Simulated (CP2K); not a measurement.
Two runs for the N K edge of benzonitrile. Run A: CP2K XAS_TDP, all-electron GAPW, PBEh(45%), aug-cc-pVDZ, TDA, no relativity. Run B differs in one setting.

First lines with a strength over 0.0015. A:

```csv
atom,energy (eV),states,"strength, one atom"
N1 (bonded to C),395.18,1,0.0463
,395.69,1,0.0561
,399.83,1,0.0086
,401.31,1,0.0063
,401.62,1,0.0023
```

B:

```csv
atom,energy (eV),states,"strength, one atom"
N1 (bonded to C),400.46,1,0.0457
,400.97,1,0.0554
,405.11,1,0.0085
,406.59,1,0.0062
,406.90,1,0.0023
```

Question: Which was it: the functional, scalar relativity switched on, GW2X switched on, the basis?

GW2X switched on. GW2X shifts an atom's lines together and keeps their spacings. Against PBEh(45%) in aug-cc-pVDZ, the leading line moves by +5.28 eV, to 400.46 eV.

[Banner, clock and machine lines of the logs are left out without a mark of their own.]

[Logs are printed without paths, hosts, clocks, repeated set-up lines and the standing remarks that a program may print on its own settings, such as how far it seeks lower states.]

[Hosts, paths, dates, database ids (printed as entryN), source tags and the programs' standing remarks are cut or masked in the printed files.]
